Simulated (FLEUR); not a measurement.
# MnS: which magnetic order is lowest, part 2 of 2

Wanted: the moments of MnS and the energy of each order that was tried.

FLEUR MaX-R8.1; PBE with U = 4 eV on Mn d; all-electron FLAPW, Dirac cores, scalar-relativistic bands.

So far, largest spin moment in the muffin-tin sphere (μB): step 2 (start 1: ferro +) 4.76.

The database entry behind the starting cell differs from later determinations by our own check (an axis about 0.2 % short against later determinations), so it need not match the best structure at ambient conditions.

**3. Order 2, typed as antiferro q=(0,1/2,1/2) +-**

An opposed order shows whether neighbours prefer unlike signs.

The cell is doubled to 4 atoms to hold this order. The mesh is halved along the doubled vector, so that both cells sample the same points. The k list default-1 (kpts.xml, not shown) is a Γ-centred 10×5×10 mesh.

inp.xml reads:

```
<?xml version="1.0" encoding="UTF-8" standalone="no"?>
<fleurInput fleurInputVersion="0.39">
   <comment>
      MnS
   </comment>
   <calculationSetup>
      <cutoffs Kmax="3.97" Gmax="11.9" GmaxXC="11.9" numbands="0"/>
      <scfLoop itmax="120" minDistance="0.0001" maxIterBroyd="15" imix="Anderson" alpha="0.05" precondParam="0.0" spinf="2.0" sdNocoIR="T"/>
      <coreElectrons ctail="T" frcor="F" kcrel="0" coretail_lmax="0"/>
      <xcFunctional name="pbe" relativisticCorrections="F"/>
      <magnetism jspins="2"/>
      <soc l_soc="F" theta="0.0" phi="0.0" spav="F"/>
      <expertModes spex="0" secvar="F"/>
      <geometryOptimization l_f="F" forcealpha="1.0" forcemix="BFGS" epsdisp="0.00001" epsforce="0.00001"/>
      <ldaU l_linMix="F" mixParam="0.05" spinf="1.0"/>
   </calculationSetup>
   <cell>
      <bzIntegration valenceElectrons="42.0" mode="hist" fermiSmearingEnergy="0.00367493">
         <kPointListSelection listName="default-1"/>
         <xi:include xmlns:xi="http://www.w3.org/2001/XInclude" href="kpts.xml"> </xi:include>
      </bzIntegration>
      <xi:include xmlns:xi="http://www.w3.org/2001/XInclude" href="sym.xml"> </xi:include>
      <bulkLattice scale="1.0">
         <bravaisMatrix>
            <row-1>    0.0000000000000000     4.9217916915206992     4.9217916915206992</row-1>
            <row-2>    9.8435833830413983     0.0000000000000000     9.8435833830413983</row-2>
            <row-3>    9.8435833830413983     4.9217916915206992     4.9217916915206992</row-3>
         </bravaisMatrix>
      </bulkLattice>
   </cell>
   <atomSpecies>
      <species name="Manganese 4.500" element="Mn" atomicNumber="25">
         <mtSphere radius="2.8" gridPoints="925" logIncrement="0.013"/>
         <atomicCutoffs lmax="10" lnonsphr="8"/>
         <electronConfig flipSpins="F">
            <coreConfig>(1s1/2) (2s1/2) (2p1/2) (2p3/2)</coreConfig>
            <valenceConfig>(3s1/2) (3p1/2) (3p3/2) (4s1/2) (3d3/2) (3d5/2)</valenceConfig>
            <stateOccupation state="(3d3/2)" spinUp="1.75" spinDown="0.25"/>
            <stateOccupation state="(3d5/2)" spinUp="3.0" spinDown="0.0"/>
         </electronConfig>
         <energyParameters s="4" p="4" d="3" f="4"/>
         <ldaU l="2" U="4.0" J="0.0" l_amf="F"/>
         <lo type="SCLO" l="0" n="3" eDeriv="0"/>
         <lo type="SCLO" l="1" n="3" eDeriv="0"/>
      </species>
      <species name="Manganese -4.500" element="Mn" atomicNumber="25">
         <mtSphere radius="2.8" gridPoints="925" logIncrement="0.013"/>
         <atomicCutoffs lmax="10" lnonsphr="8"/>
         <electronConfig flipSpins="F">
            <coreConfig>(1s1/2) (2s1/2) (2p1/2) (2p3/2)</coreConfig>
            <valenceConfig>(3s1/2) (3p1/2) (3p3/2) (4s1/2) (3d3/2) (3d5/2)</valenceConfig>
            <stateOccupation state="(3d3/2)" spinUp="0.25" spinDown="1.75"/>
            <stateOccupation state="(3d5/2)" spinUp="0.0" spinDown="3.0"/>
         </electronConfig>
         <energyParameters s="4" p="4" d="3" f="4"/>
         <ldaU l="2" U="4.0" J="0.0" l_amf="F"/>
         <lo type="SCLO" l="0" n="3" eDeriv="0"/>
         <lo type="SCLO" l="1" n="3" eDeriv="0"/>
      </species>
      <species name="Sulfur (S)" element="S" atomicNumber="16">
         <mtSphere radius="1.89" gridPoints="625" logIncrement="0.018"/>
         <atomicCutoffs lmax="8" lnonsphr="6"/>
         <electronConfig flipSpins="F">
            <coreConfig>(1s1/2) (2s1/2) (2p1/2) (2p3/2)</coreConfig>
            <valenceConfig>(3s1/2) (3p1/2) (3p3/2)</valenceConfig>
            <stateOccupation state="(3p1/2)" spinUp="0.666667" spinDown="0.666667"/>
            <stateOccupation state="(3p3/2)" spinUp="1.333333" spinDown="1.333333"/>
         </electronConfig>
         <energyParameters s="3" p="3" d="3" f="4"/>
      </species>
   </atomSpecies>
   <atomGroups>
      <atomGroup species="Manganese 4.500">
         <relPos label="                   1">.0000000000 .0000000000 .0000000000</relPos>
         <force calculate="T" relaxXYZ="TTT"/>
      </atomGroup>
      <atomGroup species="Manganese -4.500">
         <relPos label="                   2">.0000000000 1.000/2.000 .0000000000</relPos>
         <force calculate="T" relaxXYZ="TTT"/>
      </atomGroup>
      <atomGroup species="Sulfur (S)">
         <relPos label="                   3">1.000/2.000 .0000000000 1.000/2.000</relPos>
         <force calculate="T" relaxXYZ="TTT"/>
      </atomGroup>
      <atomGroup species="Sulfur (S)">
         <relPos label="                   4">1.000/2.000 1.000/2.000 1.000/2.000</relPos>
         <force calculate="T" relaxXYZ="TTT"/>
      </atomGroup>
   </atomGroups>
   <output dos="F" band="F" slice="F">
      <bandDOS minEnergy="-.5*Htr" maxEnergy="0.5*Htr" sigma="0.015" storeEVData="T"/>
      <plotting iplot="0" polar="F">
         <plot TwoD="T" vec1="  1.0  0.0  0.0" vec2="  0.0  1.0  0.0" vec3="  0.0  0.0  1.0" zero="  0.0  0.0  0.0" file="plot"/>
      </plotting>
      <moessbauerParams electricFieldGradient="F" isomerShift="F" coreHyperfine="F" valenceHyperfine="F"/>
   </output>
</fleurInput>
```

crystal.txt reads:

```
MnS
&input film=F cartesian=F /
0.00000000000  2.60450000000  2.60450000000
5.20900000000  0.00000000000  5.20900000000
5.20900000000  2.60450000000  2.60450000000
1.8897261246
1.0 1.0 1.0

4
25 0.00000000000  0.00000000000  0.00000000000 : 4.500
25 0.00000000000  0.50000000000  0.00000000000 : -4.500
16 0.50000000000  0.00000000000  0.50000000000
16 0.50000000000  0.50000000000  0.50000000000

&kpt div1=10 div2=5 div3=10 gamma=T /
```

The run is started by

```console
OMP_NUM_THREADS=1 inpgen -f crystal.txt > inpgen.log  # inp.xml is then edited as shown
OMP_NUM_THREADS=1 mpirun -n 2 fleur_MPI > fleur.log
```

The program printed:

```text
[banner, memory and clock lines left out]
Welcome to FLEUR        (www.flapw.de)
      MaX-Release 8.1          (www.max-centre.eu)

 ========== k-point set info ==========
 Selected k-point list: default-1
 k-point list type: mesh
 0 x 0 x 0
 Number of k points: 142

 ------------Calculation Setup---------------------------
 Number of PE/node        :            2
 Number of OMP-threads    :            1
 k-points in parallel     :            2
 pe's per k-point         :            1
 No of k-point loops      :           71
 Eigenvalue solver        :       lapack
 Number of basis functions:          540
 Approximate size of matrices (H+S) per k-point:         0.004 GB
 no density matrix found ... skipping LDA+U
 Reset of history
 Iteration:     1   Distance:       7.26446020 me/bohr^3
 Iteration:     2   Distance:       7.35215208 me/bohr^3
 Iteration:     3   Distance:       6.76865201 me/bohr^3
 Iteration:     4   Distance:       3.77700875 me/bohr^3
 Iteration:     5   Distance:       2.11765003 me/bohr^3
 Iteration:     6   Distance:       1.49112653 me/bohr^3
 Iteration:     7   Distance:       0.37225433 me/bohr^3
 Iteration:     8   Distance:       0.24922781 me/bohr^3
 Iteration:     9   Distance:       0.04070230 me/bohr^3
 Iteration:    10   Distance:       0.04628366 me/bohr^3
 Iteration:    11   Distance:       0.00534611 me/bohr^3
 Iteration:    12   Distance:       0.00381328 me/bohr^3
 Iteration:    13   Distance:       0.00118095 me/bohr^3
 Iteration:    14   Distance:       0.00067861 me/bohr^3
 Iteration:    15   Distance:       0.00007736 me/bohr^3

 ********************************************************************
 Run finished successfully
 Stop message:
   all done
 ********************************************************************

--- out.xml (last complete iteration) ---
<iteration numberForCurrentRun="   15" overallNumber="   15">
         [... left out ...]
         <bandgap value="1.0818861817" units="eV"/>
         <sumValenceSingleParticleEnergies value="-27.1920595789" units="Htr"/>
         <FermiEnergy value="0.2825271070" units="Htr"/>
         <valenceDensity>
            <mtCharges spin="1">
               <mtCharge atomType="1" total="9.5116359" s="1.2405190" p="3.2857586" d="4.9342612" f="0.0389125"/>
               <mtCharge atomType="2" total="4.7857889" s="1.1799187" p="3.2296165" d="0.3227101" f="0.0401437"/>
               <mtCharge atomType="3" total="1.7716903" s="0.6222701" p="1.1401308" d="0.0085545" f="0.0006331"/>
               <mtCharge atomType="4" total="1.8005588" s="0.6280023" p="1.1587253" d="0.0126784" f="0.0009781"/>
            </mtCharges>
            <mtCharges spin="2">
               <mtCharge atomType="1" total="4.7857889" s="1.1799187" p="3.2296165" d="0.3227101" f="0.0401437"/>
               <mtCharge atomType="2" total="9.5116359" s="1.2405190" p="3.2857586" d="4.9342612" f="0.0389125"/>
               <mtCharge atomType="3" total="1.8005588" s="0.6280023" p="1.1587253" d="0.0126784" f="0.0009781"/>
               <mtCharge atomType="4" total="1.7716903" s="0.6222701" p="1.1401308" d="0.0085545" f="0.0006331"/>
            </mtCharges>
            <spinDependentCharge spin="1" total="21.0000000" interstitial="3.1303261" mtSpheres="17.8696739"/>
            <spinDependentCharge spin="2" total="21.0000000" interstitial="3.1303261" mtSpheres="17.8696739"/>
            <totalCharge value="42.0000000000"/>
         </valenceDensity>
         [... left out ...]
         <magneticMomentsInMTSpheres units="muBohr">
            <globalMagMoment atomType="1" vec="0.00000   0.00000   4.72585"/>
            <localMagMoment atomType="1" vec="0.00000   0.00000   4.72585"/>
            <globalMagMoment atomType="2" vec="0.00000   0.00000  -4.72585"/>
            <localMagMoment atomType="2" vec="0.00000   0.00000  -4.72585"/>
            <globalMagMoment atomType="3" vec="0.00000   0.00000  -0.02887"/>
            <localMagMoment atomType="3" vec="0.00000   0.00000  -0.02887"/>
            <globalMagMoment atomType="4" vec="0.00000   0.00000   0.02887"/>
            <localMagMoment atomType="4" vec="0.00000   0.00000   0.02887"/>
         </magneticMomentsInMTSpheres>
         [... left out ...]
         <totalEnergy value="    -3115.7130407978" units="Htr">
            <sumOfEigenvalues value="    -1792.9819342351">
               <coreElectrons value="-1765.7898746562"/>
               <valenceElectrons value="-27.1920595789"/>
            </sumOfEigenvalues>
            <densityCoulombPotentialIntegral value="-4738.6409796511"/>
            <densityEffectivePotentialIntegral value="-4941.0238075375"/>
            <chargeDenXCDenIntegral value="-156.1685317657"/>
            <FockExchangeEnergyValence value="0.0000000000"/>
            <FockExchangeEnergyCore value="0.0000000000"/>
         [... left out ...]
            <dftUCorrection value="-0.7208398287"/>
            <tkbTimesEntropy value="0.0000031162"/>
            <freeEnergy value="-3115.7130439140"/>
            <extrapolationTo0K value="-3115.7130423559"/>
         </totalEnergy>
         [... left out ...]
         <ldaUDensityMatrixConvergence>
            <distance spin="1" distance="0.000003"/>
            <distance spin="2" distance="0.000003"/>
         </ldaUDensityMatrixConvergence>
         <densityConvergence units="me/bohr^3">
            <chargeDensity spin="1" distance="0.0000468684"/>
            <chargeDensity spin="2" distance="0.0000468684"/>
            <overallChargeDensity distance="0.0000773616"/>
            <spinDensity distance="0.0000529316"/>
         </densityConvergence>
      </iteration>
```

Elapsed: 8.6 min, on 2 MPI ranks of Arm Neoverse N1, shared host; peak memory 0.3 GiB.

Spin moment in the muffin-tin sphere by atom:

```csv
atom,spin moment in the muffin-tin sphere (μB)
Mn1,4.73
Mn2,-4.73
S3,-0.03
S4,0.03
```

Read from the output:

- free energy: -84782.8711 eV
- program's band gap on this mesh (in a metal only a level spacing): 1.082 eV
- magnetization: 0 μB
- final state: antiferromagnetic

It lies 16.8 meV a seeded atom under the first start, and its largest moment is 4.73 μB against 4.76 μB.

**4. Order 3, typed as antiferro q=(0,0,1/2) +-**

Reversing part of the moments tests the sign of the couplings between them.

The cell is doubled to 4 atoms to hold this order. The mesh is halved along the doubled vector, so that both cells sample the same points. The k list default-1 (kpts.xml, not shown) is a Γ-centred 10×10×5 mesh.

inp.xml: that of step 3 with these lines changed.

```diff
@@ -25,4 +25,4 @@
             <row-1>    0.0000000000000000     4.9217916915206992     4.9217916915206992</row-1>
-            <row-2>    9.8435833830413983     0.0000000000000000     9.8435833830413983</row-2>
-            <row-3>    9.8435833830413983     4.9217916915206992     4.9217916915206992</row-3>
+            <row-2>    4.9217916915206992     0.0000000000000000     4.9217916915206992</row-2>
+            <row-3>    9.8435833830413983     9.8435833830413983     0.0000000000000000</row-3>
          </bravaisMatrix>
@@ -77,3 +77,3 @@
       <atomGroup species="Manganese -4.500">
-         <relPos label="                   2">.0000000000 1.000/2.000 .0000000000</relPos>
+         <relPos label="                   2">.0000000000 .0000000000 1.000/2.000</relPos>
          <force calculate="T" relaxXYZ="TTT"/>
@@ -81,7 +81,4 @@
       <atomGroup species="Sulfur (S)">
-         <relPos label="                   3">1.000/2.000 .0000000000 1.000/2.000</relPos>
-         <force calculate="T" relaxXYZ="TTT"/>
-      </atomGroup>
-      <atomGroup species="Sulfur (S)">
-         <relPos label="                   4">1.000/2.000 1.000/2.000 1.000/2.000</relPos>
+         <relPos label="                   3">1.000/2.000 1.000/2.000 1.000/4.000</relPos>
+         <relPos label="                   4">1.000/2.000 1.000/2.000 -1.000/4.000</relPos>
          <force calculate="T" relaxXYZ="TTT"/>
```

crystal.txt reads:

```
MnS
&input film=F cartesian=F /
0.00000000000  2.60450000000  2.60450000000
2.60450000000  0.00000000000  2.60450000000
5.20900000000  5.20900000000  0.00000000000
1.8897261246
1.0 1.0 1.0

4
25 0.00000000000  0.00000000000  0.00000000000 : 4.500
25 0.00000000000  0.00000000000  0.50000000000 : -4.500
16 0.50000000000  0.50000000000  0.25000000000
16 0.50000000000  0.50000000000  0.75000000000

&kpt div1=10 div2=10 div3=5 gamma=T /
```

The program printed:

```text
[banner, memory and clock lines left out]
Welcome to FLEUR        (www.flapw.de)
      MaX-Release 8.1          (www.max-centre.eu)

 ========== k-point set info ==========
 Selected k-point list: default-1
 k-point list type: mesh
 0 x 0 x 0
 Number of k points: 142

 [... set-up left out ...]
 no density matrix found ... skipping LDA+U
 Reset of history
 Iteration:     1   Distance:       7.41960565 me/bohr^3
 Iteration:     2   Distance:       7.32758106 me/bohr^3
 Iteration:     3   Distance:       6.76091978 me/bohr^3
[...]
[... left out ...]
            <freeEnergy value="-3115.7153363548"/>
            <extrapolationTo0K value="-3115.7153363548"/>
         </totalEnergy>
         [... left out ...]
         <ldaUDensityMatrixConvergence>
            <distance spin="1" distance="0.000002"/>
            <distance spin="2" distance="0.000002"/>
         </ldaUDensityMatrixConvergence>
         <densityConvergence units="me/bohr^3">
            <chargeDensity spin="1" distance="0.0000202931"/>
            <chargeDensity spin="2" distance="0.0000202181"/>
            <overallChargeDensity distance="0.0000296378"/>
            <spinDensity distance="0.0000276182"/>
         </densityConvergence>
      </iteration>
```

Run time: 8 min. Hardware: 2 MPI ranks; peak memory 0.31 GiB; 16 min of CPU time.

Spin moment in the muffin-tin sphere by atom:

```csv
atom,spin moment in the muffin-tin sphere (μB)
Mn1,4.64
Mn2,-4.64
S3,0.00
S4,0.00
```

Numbers from this step:

| Quantity | Value |
| --- | --- |
| free energy | -84782.9335 eV |
| program's band gap on this mesh (in a metal only a level spacing) | 2.376 eV |
| magnetization | 0 μB |
| final state | antiferromagnetic |

It lies 48.0 meV a seeded atom under the first start, and its largest moment is 4.64 μB against 4.76 μB.

**5. The states side by side**

Free energies are divided by the number of seeded atoms, so that cells of unlike size compare. Wavevectors q in the names are fractions of the primitive cell's reciprocal vectors.

Orders:

```csv
start,final state,typed order kept,energy over the lowest (meV a seeded atom),largest sphere moment (μB),net moment (μB a primitive cell),mesh matched,CPU time (s)
ferro +,ferromagnetic,yes,48.04,4.763,4.999,yes,79.47
"antiferro q=(0,1/2,1/2) +-",antiferromagnetic,yes,31.19,4.726,0,yes,1026
"antiferro q=(0,0,1/2) +-",antiferromagnetic,yes,0,4.636,0,yes,963.4
```

**6. Results**

```json
{
  "lowest state found": "antiferromagnetic (typed antiferro q=(0,0,1/2) +-)",
  "largest site spin moment": "4.64 μB",
  "next finished state": "antiferromagnetic, 31.2 meV a seeded atom higher"
}
```

The lowest state found is antiferromagnetic, reached from the start antiferro q=(0,0,1/2) +-, with moments up to 4.64 μB. The next finished state costs 31 meV a seeded atom. Only 3 starts were tried; other patterns of signs, canted and longer-period orders were not.

[Logs and program files are shortened in this print: banners, set-up blocks, solver, clock and traceback lines can be left out without a mark of their own.]

[Logs are printed without paths, hosts, clocks, repeated set-up lines and the standing remarks that a program may print on its own settings, such as how far it seeks lower states.]

[Hosts, paths, dates, database ids (printed as entryN), source tags and the programs' standing remarks are cut or masked in the printed files.]

[Where a cell is said to come from a database of computed structures, the database is the Materials Project.]
